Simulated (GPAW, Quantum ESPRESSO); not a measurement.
# S K-edge XANES of YS (Fm-3m)

Do two independent programs agree on the S K edge of YS (Fm-3m)? The same cell and functional are run with XSpectra and with GPAW.

Method: core-hole supercells, plane-wave PAW LDA (first program; GPAW 26.7.0 follows as the second), in Quantum ESPRESSO 7.5.

## (1) Set-up

Symmetry: Fm-3m, No. 225, cubic system. Conventional cell: a = 5.487 Å, b = 5.487 Å, c = 5.487 Å, α = 90.00°, β = 90.00°, γ = 90.00°. Y has 6 S at 2.74 Å nearest. Nearest to S lie 6 Y at 2.74 Å. Farther neighbours and most contacts between anions are not listed.

Coordinates:

```cif
data_structure
_symmetry_space_group_name_H-M 'P 1'
_symmetry_Int_Tables_number 1
_cell_length_a 3.8801
_cell_length_b 3.8801
_cell_length_c 3.8801
_cell_angle_alpha 60.000
_cell_angle_beta 60.000
_cell_angle_gamma 60.000
_cell_volume 41.31
loop_
_atom_site_label
_atom_site_type_symbol
_atom_site_fract_x
_atom_site_fract_y
_atom_site_fract_z
_atom_site_occupancy
Y1 Y 0.50000 0.50000 0.50000 1
S2 S 0.00000 0.00000 0.00000 1
```

## (2) The field without a hole (Quantum ESPRESSO)

The ground state comes first: it tells whether the system has a gap, which decides how the excited electron is treated.

Contents of scf.in:

```
&control
   calculation='scf', prefix='x', pseudo_dir='../pp', outdir='tmp', tprnfor=.true.
/
&system
   ibrav=0, nat=2, ntyp=2, nbnd=13
   ecutwfc=44, ecutrho=290
   occupations='smearing', smearing='mv', degauss=0.015
/
&electrons
   conv_thr=2.0e-08, electron_maxstep=120
   mixing_beta=0.5
/
ATOMIC_SPECIES
Y 1.0 Y.lda-spn-kjpaw.UPF
S3 1.0 S.lda-nl-kjpaw.UPF
CELL_PARAMETERS angstrom
  0.00000000 2.74365000 2.74365000
  2.74365000 0.00000000 2.74365000
  2.74365000 2.74365000 0.00000000
ATOMIC_POSITIONS crystal
Y    0.50000000 0.50000000 0.50000000
S3   0.00000000 0.00000000 0.00000000
K_POINTS automatic
8 8 8 0 0 0
```

Contents of Y.lda-spn-kjpaw.ld1.in:

```
&input
   title='Y', zed=39., rel=1, iswitch=3, dft='PZ',
   config='[Kr] 5s2 5p0 4d1'
/
&inputp
   file_pseudopw='Y.lda-spn-kjpaw.UPF', author='',
   lpaw=.true.,
   pseudotype=3,
   lloc=-1,
   rcloc=1.6,
   which_augfun='PSQ',
   rmatch_augfun_nc=.true.,
   nlcc=.true.,
   new_core_ps=.true.,
   rcore=1.2,
   tm=.true.,
   lgipaw_reconstruction=.true., use_paw_as_gipaw=.true.
/
6
4S  1  0  2.00  0.00  1.20  1.40  0.0
5S  2  0  2.00  0.00  1.20  1.40  0.0
4P  2  1  6.00  0.00  1.30  1.60  0.0
5P  3  1  0.00  0.00  1.30  1.60  0.0
4D  3  2  1.00  0.00  1.20  1.80  0.0
4D  3  2  0.00  0.50  1.20  1.80  0.0
```

Contents of S.lda-nl-kjpaw.ld1.in:

```
&input
   title='S', zed=16., rel=1, iswitch=3, dft='PZ',
   config='[Ne] 3s2 3p4 3d-1'
/
&inputp
   file_pseudopw='S.lda-nl-kjpaw.UPF', author='',
   lpaw=.true.,
   pseudotype=3,
   lloc=2,
   which_augfun='PSQ',
   rmatch_augfun_nc=.true.,
   nlcc=.true.,
   new_core_ps=.true.,
   rcore=1.5,
   tm=.true.,
   lgipaw_reconstruction=.true., use_paw_as_gipaw=.true.
/
5
3S  1  0  2.00  0.00  1.50  1.70  0.0
3S  1  0  0.00  6.00  1.50  1.70  0.0
3P  2  1  4.00  0.00  1.50  1.70  0.0
3P  2  1  0.00  3.00  1.50  1.70  0.0
3D  3  2  0.00  1.50  1.60  1.60  0.0
```

On the command line:

```bash
OMP_NUM_THREADS=1 mpirun --oversubscribe --bind-to none -np 4 pw.x -nk 4 -in scf.in > scf.out
```

Log:

```text
     [... banner and references ...]
using ibrav=0 with symmetry is DISCOURAGED, use correct ibrav instead

     G-vector sticks info
     --------------------

     Using Slab Decomposition

     bravais-lattice index     =            0
     lattice parameter (alat)  =       7.3323  a.u.
     unit-cell volume          =     278.7486 (a.u.)^3
     number of atoms/cell      =            2
     number of atomic types    =            2
     number of electrons       =        17.00
     number of Kohn-Sham states=           13
     kinetic-energy cutoff     =      44.0000  Ry
     charge density cutoff     =     290.0000  Ry
     scf convergence threshold =      2.0E-08
     mixing beta               =       0.5000
     number of iterations used =            8  plain     mixing
     Exchange-correlation= SLA  PZ   NOGX NOGC
                           (   1   1   0   0   0   0   0)

     celldm(1)=   7.332340  celldm(2)=   0.000000  celldm(3)=   0.000000
     celldm(4)=   0.000000  celldm(5)=   0.000000  celldm(6)=   0.000000

     crystal axes: (cart. coord. in units of alat)
               a(1) = (   0.000000   0.707107   0.707107 )
               a(2) = (   0.707107   0.000000   0.707107 )
               a(3) = (   0.707107   0.707107   0.000000 )

     reciprocal axes: (cart. coord. in units 2 pi/alat)
               b(1) = ( -0.707107  0.707107  0.707107 )
               b(2) = (  0.707107 -0.707107  0.707107 )
               b(3) = (  0.707107  0.707107 -0.707107 )

     ../pp/Y.lda-spn-kjpaw.UPF
     Pseudo is Projector augmented-wave + core cor, Zval = 11.0
     Shape of augmentation charge: PSQ
     Using radial grid of 1223 points,  6 beta functions with:
                l(1) =   0
                l(2) =   0
                l(3) =   1
                l(4) =   1
                l(5) =   2
                l(6) =   2
     Q(r) pseudized with 0 coefficients

     ../pp/S.lda-nl-kjpaw.UPF
     Pseudo is Projector augmented-wave + core cor, Zval =  6.0
     Shape of augmentation charge: PSQ
     Using radial grid of 1151 points,  4 beta functions with:
                l(1) =   0
                l(2) =   0
                l(3) =   1
                l(4) =   1
     Q(r) pseudized with 0 coefficients

     atomic species   valence    mass     pseudopotential
     Y                11.00     1.00000     Y ( 1.00)
     S3                6.00     1.00000     S ( 1.00)

     48 Sym. Ops., with inversion, found

   Cartesian axes

     site n.     atom                  positions (alat units)
         1        Y      tau(   1) = (   0.7071068   0.7071068   0.7071068  )
         2        S3     tau(   2) = (   0.0000000   0.0000000   0.0000000  )

     number of k points=    29  Marzari-Vanderbilt smearing, width (Ry)=  0.0150
                       cart. coord. in units 2pi/alat
        k(    1) = (   0.0000000   0.0000000   0.0000000), wk =   0.0039062
        k(    2) = (   0.0883883   0.0883883  -0.0883883), wk =   0.0312500
        k(    3) = (   0.1767767   0.1767767  -0.1767767), wk =   0.0312500
        k(    4) = (   0.2651650   0.2651650  -0.2651650), wk =   0.0312500
        k(    5) = (  -0.3535534  -0.3535534   0.3535534), wk =   0.0156250
[...]
k(   27) = (   0.0000000  -0.3535534   0.5303301), wk =   0.0937500
        k(   28) = (  -0.7071068   0.1767767  -0.0000000), wk =   0.0468750
        k(   29) = (  -0.7071068   0.3535534   0.0000000), wk =   0.0234375

     Dense  grid:    23289 G-vectors     FFT dimensions: (  40,  40,  40)

     Smooth grid:    10969 G-vectors     FFT dimensions: (  32,  32,  32)

     Initial potential from superposition of free atoms

     starting charge      16.9965, renormalised to      17.0000
     Starting wfcs are   17 randomized atomic wfcs
     Checking if some PAW data can be deallocated...

     per-process dynamical memory:    24.9 Mb

     Self-consistent Calculation

[...]
iteration #  7     ecut=    44.00 Ry     beta= 0.50
     Davidson diagonalization with overlap
     ethr =  9.21E-09,  avg # of iterations =  1.3

     total energy              =    -339.04033462 Ry
     estimated scf accuracy    <       0.00000038 Ry

     iteration #  8     ecut=    44.00 Ry     beta= 0.50
     Davidson diagonalization with overlap
     ethr =  2.24E-09,  avg # of iterations =  2.3

     End of self-consistent calculation

          k = 0.0000 0.0000 0.0000 (  1363 PWs)   bands (ev):

   -30.9016 -10.8805 -10.8805 -10.8805  -2.7131   8.9577   8.9577   8.9577
    12.1010  12.1010  12.1010  12.9470  12.9470

          k = 0.0884 0.0884-0.0884 (  1387 PWs)   bands (ev):

   -30.8973 -10.9510 -10.8854 -10.8854  -2.5363   8.1336   8.5270   8.5270
    12.2690  12.4096  12.4096  13.6565  13.6565

          k = 0.1768 0.1768-0.1768 (  1375 PWs)   bands (ev):

   -30.8866 -11.1140 -10.8972 -10.8972  -2.0920   6.7372   7.7983   7.7983
    12.6194  13.2050  13.2050  15.2791  15.2792

          k = 0.2652 0.2652-0.2652 (  1377 PWs)   bands (ev):

   -30.8759 -11.2680 -10.9089 -10.9089  -1.6091   5.6333   7.2674   7.2674
    13.3805  14.3282  14.3282  16.0686  17.1277

          k =-0.3536-0.3536 0.3536 (  1380 PWs)   bands (ev):

   -30.8715 -11.3294 -10.9138 -10.9138  -1.3915   5.2086   7.0799   7.0799
    14.3625  14.9938  15.0749  15.0749  18.6690

          k = 0.1768 0.0000 0.0000 (  1387 PWs)   bands (ev):

[...]
k = 0.2652 0.0884-0.0884 (  1366 PWs)   bands (ev):

[...]
k = 0.3536 0.1768-0.1768 (  1382 PWs)   bands (ev):

[...]
k =-0.2652-0.4419 0.4419 (  1379 PWs)   bands (ev):

[...]
k =-0.1768-0.3536 0.3536 (  1378 PWs)   bands (ev):

[...]
k =-0.0884-0.2652 0.2652 (  1374 PWs)   bands (ev):

[...]
k = 0.0000-0.1768 0.1768 (  1375 PWs)   bands (ev):

[...]
k = 0.3536 0.0000 0.0000 (  1355 PWs)   bands (ev):

[...]
k = 0.4419 0.0884-0.0884 (  1368 PWs)   bands (ev):

[...]
k =-0.1768-0.5303 0.5303 (  1374 PWs)   bands (ev):

[...]
k = 0.0000-0.3536 0.3536 (  1368 PWs)   bands (ev):

[...]
k = 0.5303-0.0000 0.0000 (  1363 PWs)   bands (ev):

[...]
k = 0.0000-0.5303 0.5303 (  1360 PWs)   bands (ev):

[...]
k =-0.7071 0.0000 0.0000 (  1362 PWs)   bands (ev):

[...]
k = 0.3536 0.1768 0.0000 (  1371 PWs)   bands (ev):

[...]
k =-0.1768-0.3536 0.5303 (  1374 PWs)   bands (ev):

[...]
k =-0.1768-0.5303 0.7071 (  1377 PWs)   bands (ev):

[...]
k =-0.0884-0.4419 0.6187 (  1377 PWs)   bands (ev):

[...]
k = 0.0000-0.3536 0.5303 (  1375 PWs)   bands (ev):

   -30.8647 -11.1747 -11.0843 -10.9681  -1.7074   6.2446   7.2023   7.2694
    13.3049  13.5278  15.1251  15.5769  16.7633

          k =-0.7071 0.1768-0.0000 (  1370 PWs)   bands (ev):

   -30.8620 -11.1773 -11.0381 -11.0246  -1.9468   6.8961   7.4968   7.6957
    11.0707  14.7227  15.2470  15.9736  16.1206

          k =-0.7071 0.3536 0.0000 (  1384 PWs)   bands (ev):

   -30.8619 -11.1081 -11.1081 -11.0403  -1.8019   6.8791   7.1431   7.1431
    13.1514  13.1514  15.0683  15.7071  16.1302

     the Fermi energy is    12.3203 ev

!    total energy              =    -339.04033473 Ry
     total all-electron energy =     -7559.474790 Ry
     estimated scf accuracy    <          4.9E-10 Ry
     smearing contrib. (-TS)   =      -0.00056589 Ry
     internal energy E=F+TS    =    -339.03976884 Ry

     The total energy is F=E-TS. E is the sum of the following terms:
     one-electron contribution =      -8.81563391 Ry
     hartree contribution      =      13.21550495 Ry
     xc contribution           =     -23.09932370 Ry
     ewald contribution        =     -83.28931699 Ry
     one-center paw contrib.   =    -237.05099920 Ry

     convergence has been achieved in   8 iterations

     Forces acting on atoms (cartesian axes, Ry/au):

     atom    1 type  1   force =    -0.00000000   -0.00000000   -0.00000000
     atom    2 type  2   force =     0.00000000    0.00000000   -0.00000000

     Total force =     0.000000     Total SCF correction =     0.000000

     XML data file, charge density, pseudopotentials, collected wavefunctions

=------------------------------------------------------------------------------=
   JOB DONE.
=------------------------------------------------------------------------------=
```

Wall time 2.7 s (4 MPI ranks of Arm Neoverse V2, shared host); peak memory 0.07 GiB.

Absorbing atoms carry a label of their own (element plus a letter or digit), as the spectrum program needs them as separate species.

The mesh shows no gap, so the system is treated as a metal and the core electron is put at the Fermi level (neutral cell).

## (3) Spectrum without a core hole, S atom 2 (Quantum ESPRESSO)

Without a hole the spectrum is the empty density of states of the right symmetry on the absorber, weighted by matrix elements. It needs only the small cell and serves as the baseline.

The absorber has 6 Y at 2.74 Å (octahedral, site symmetry m-3m).

Contents of xspectra.in:

```
&input_xspectra
   calculation='xanes_dipole', edge='K'
   prefix='x', outdir='tmp', xiabs=2, xe0=12.3203
   xonly_plot=.false., x_save_file='xanes.sav'
   xniter=3000, xcheck_conv=20, xerror=0.005
   xcoordcrys=.false., xepsilon(1)=1, xepsilon(2)=0, xepsilon(3)=0
/
&plot
   xnepoint=413, xemin=-10, xemax=45, terminator=.true., cut_occ_states=.true.
   xgamma=0.4
/
&pseudos
   filecore='../S.wfc'
/
&cut_occ
   cut_desmooth=0.1, cut_stepl=0.05, cut_stepu=0.05, cut_ierror=1e-5
/
9 9 9 0 0 0
```

On the command line:

```bash
OMP_NUM_THREADS=1 mpirun --oversubscribe --bind-to none -np 4 xspectra.x -nk 4 -in xspectra.in > xspectra.out
```

Log:

```text
     [... banner and references ...]
Reading input_file

     calculation: xanes_dipole

     xepsilon  [cartesian coordinates]:   1.000000   0.000000   0.000000

     xonly_plot: FALSE
        => complete calculation: Lanczos + spectrum plot

     filecore (core-wavefunction file): ../S.wfc

     main plot parameters:
        cut_occ_states: TRUE
        gamma_mode:  constant
        -> using xgamma [eV]:  0.40
        xemin [eV]: -10.00
        xemax [eV]:  45.00
        xnepoint:  413
        xe0 [eV]:  12.320300 (energy zero read in input file)

[...]
Results of STEP 1 successfully written in x_save_file
     x_save_file name:
     ->  xanes.sav
     x_save_file version:  2

     ... End STEP 1 ...

     ... Begin STEP 2 ...

     The spectrum is calculated using the following parameters:
        xe0 [eV]:   12.3203
        the occupied states are elimintate from the spectrum
        xemin [eV]: -10.00
        xemax [eV]:  45.00
        xnepoint:  413
        constant broadening parameter [eV]:    0.400
        Core level energy [eV]:  -2472.
         (from electron binding energy of neutral atoms in X-ray data booklet)

     Cross-section successfully written in xanes.dat

     ... End STEP 2 ...

                                END JOB XSpectra
```

The job ended after 21 s (4 MPI ranks; peak memory 0.1 GiB).

The S K spectrum, S atom 2, no core hole (energy from the energy zero of the input (xe0, at the border of filled and empty states); intensity scaled to a mean of 1 over the first 20 eV; the points at xe0, where the cut of filled states can leave a spike, are interpolated):

```tsv
E (eV)	intensity
-2.00	0.05
-1.25	0.08
-0.50	0.14
0.25	0.41
1.00	0.58
1.75	0.80
2.50	1.15
3.25	1.37
4.00	1.23
4.75	0.84
5.50	1.22
6.25	1.32
7.00	2.03
7.75	1.71
8.50	1.57
9.25	1.25
10.00	0.80
10.75	0.65
11.50	0.86
12.25	1.04
13.00	0.68
13.75	0.79
14.50	0.80
15.25	0.63
16.00	0.97
16.75	0.93
17.50	0.97
18.25	0.86
19.00	0.76
19.75	0.61
20.50	0.70
21.25	0.84
22.00	0.96
22.75	0.90
23.50	0.72
24.25	0.87
25.00	1.22
25.75	1.42
26.50	1.54
27.25	1.46
28.00	1.69
28.75	1.19
29.50	0.92
30.25	0.72
31.00	0.84
31.75	0.70
```

Main maxima below 24 eV (height): 3.2 eV (1.37), 5.9 eV (1.37), 7.2 eV (2.09), 12.0 eV (1.10), 16.2 eV (0.99) and 22.3 eV (1.03). A K edge sees empty p states; the first features are S p mixed into the empty d states of the Y neighbours, and the broad ones above probably into the cations' higher empty bands.

## (4) Another broadening

The final state's lifetime shortens with energy, so measured features broaden above the edge; the saved Lanczos coefficients are redrawn with a width that grows.

Contents of xspectra_plot.in:

```
&input_xspectra
   calculation='xanes_dipole', edge='K'
   prefix='x', outdir='tmp', xiabs=2, xe0=12.3203
   xonly_plot=.true., x_save_file='xanes.sav'
   xniter=3000, xcheck_conv=20, xerror=0.005
   xcoordcrys=.false., xepsilon(1)=1, xepsilon(2)=0, xepsilon(3)=0
/
&plot
   xnepoint=413, xemin=-10, xemax=45, terminator=.true., cut_occ_states=.true.
   gamma_mode='variable', gamma_energy(1)=4, gamma_energy(2)=25, gamma_value(1)=0.3, gamma_value(2)=2.5
/
&pseudos
   filecore='../S.wfc'
/
&cut_occ
   cut_desmooth=0.1, cut_stepl=0.05, cut_stepu=0.05, cut_ierror=1e-5
/
9 9 9 0 0 0
```

On the command line:

```bash
OMP_NUM_THREADS=1 xspectra.x -in xspectra_plot.in > xspectra_plot.out
```

Log:

```text
     [... banner and references ...]
Reading input_file
     -------------------------------------------------------------------------

     calculation: xanes_dipole

     xonly_plot: TRUE
        => only the spectrum plot

     main plot parameters:
        cut_occ_states: TRUE
        gamma_mode:  variable
        -> first, constant up to point ( 4.00, 0.30) [eV]
        -> then, linear up to point (25.00, 2.50) [eV]
        -> finally, constant up to xemax
        xemin [eV]: -10.00
        xemax [eV]:  45.00
        xnepoint:  413
[...]
xemin [eV]: -10.00
        xemax [eV]:  45.00
        xnepoint:  413
        energy-dependent broadening parameter:
         -> first, constant up to point ( 4.00, 0.30) [eV]
         -> then, linear up to point (25.00, 2.50) [eV]
         -> finally, constant up to xemax
        Core level energy [eV]:  -2472.
         (from electron binding energy of neutral atoms in X-ray data booklet)

     Cross-section successfully written in xanes.dat

     -------------------------------------------------------------------------
                                END JOB XSpectra
     -------------------------------------------------------------------------
[key lines of the parts left out:]
Fermi level [eV]:  12.6194
```

Wall time 5.9 s (1 MPI rank); peak memory 0.08 GiB.

With a Lorentzian half width 0.3 eV up to 4 eV, rising linearly to 2.5 eV at 25 eV, the maxima are 0.7 eV (0.60), 3.2 eV (1.44), 4.0 eV (1.30), 7.2 eV (1.83), 11.9 eV (0.89) and 16.8 eV (0.86).

## (5) Supercell without a hole, the energy reference (Quantum ESPRESSO)

The photon energy needs a difference of total energies, so the cell and mesh of the coming hole run are first run without a hole.

Contents of scf.in:

```
&control
   calculation='scf', prefix='x', pseudo_dir='../pp', outdir='tmp', tprnfor=.true.
/
&system
   ibrav=0, nat=8, ntyp=2, nbnd=42
   ecutwfc=44, ecutrho=290
   occupations='smearing', smearing='mv', degauss=0.015
/
&electrons
   conv_thr=8.0e-08, electron_maxstep=120
   mixing_beta=0.5
/
ATOMIC_SPECIES
Y 1.0 Y.lda-spn-kjpaw.UPF
S 1.0 S.lda-nl-kjpaw.UPF
CELL_PARAMETERS angstrom
  0.00000000 0.00000000 5.48730000
  5.48730000 0.00000000 0.00000000
  0.00000000 5.48730000 0.00000000
ATOMIC_POSITIONS crystal
Y    0.50000000 0.50000000 0.50000000
Y    0.50000000 0.00000000 0.00000000
Y    0.00000000 0.00000000 0.50000000
Y    0.00000000 0.50000000 0.00000000
S    0.00000000 0.00000000 0.00000000
S    0.00000000 0.50000000 0.50000000
S    0.50000000 0.50000000 0.00000000
S    0.50000000 0.00000000 0.50000000
K_POINTS automatic
5 5 5 0 0 0
```

On the command line:

```bash
OMP_NUM_THREADS=1 mpirun --oversubscribe --bind-to none -np 4 pw.x -nk 4 -in scf.in > scf.out
```

Log:

```text
     [... banner and references ...]
[banner, memory and clock lines left out]
Found identity + (  0.0000  0.5000  0.5000) symmetry
     This is a supercell, fractional translations are disabled
     using ibrav=0 with symmetry is DISCOURAGED, use correct ibrav instead

     G-vector sticks info

     bravais-lattice index     =            0
     lattice parameter (alat)  =      10.3695  a.u.
     unit-cell volume          =    1114.9945 (a.u.)^3
[...]
atom    1 type  1   force =     0.00000000    0.00000000    0.00000000
     atom    2 type  1   force =     0.00000000    0.00000000    0.00000000
     atom    3 type  1   force =     0.00000000    0.00000000    0.00000000
[...]
atom    7 type  2   force =     0.00000000    0.00000000    0.00000000
     atom    8 type  2   force =     0.00000000    0.00000000    0.00000000

     Total force =     0.000000     Total SCF correction =     0.000000

     XML data file, charge density, pseudopotentials, collected wavefunctions
[key lines of the parts left out:]
!    total energy              =   -1356.15849321 Ry
the Fermi energy is    12.4321 ev
convergence has been achieved in   9 iterations
```

Wall time 15 s (4 MPI ranks); peak memory 0.19 GiB; 58 s of CPU time.

Reference energy: -411407.538 eV with the cores included.

[end of part 1 of 4]

[Banner, clock and machine lines of the logs are left out without a mark of their own.]

[Logs are printed without paths, hosts, clocks, repeated set-up lines and the standing remarks that a program may print on its own settings, such as how far it seeks lower states.]

[Hosts, paths, dates, database ids (printed as entryN), source tags and the programs' standing remarks are cut or masked in the printed files.]

[Lists of maxima count a maximum above −3 eV only where it reaches 4 % of the highest in the window and stands out from its surroundings by 2 % of it (1.5 % where it reaches 55 %); shoulders and weaker maxima are passed over, and of the rest the first, up to two pre-edge ones and the few strongest are named.]
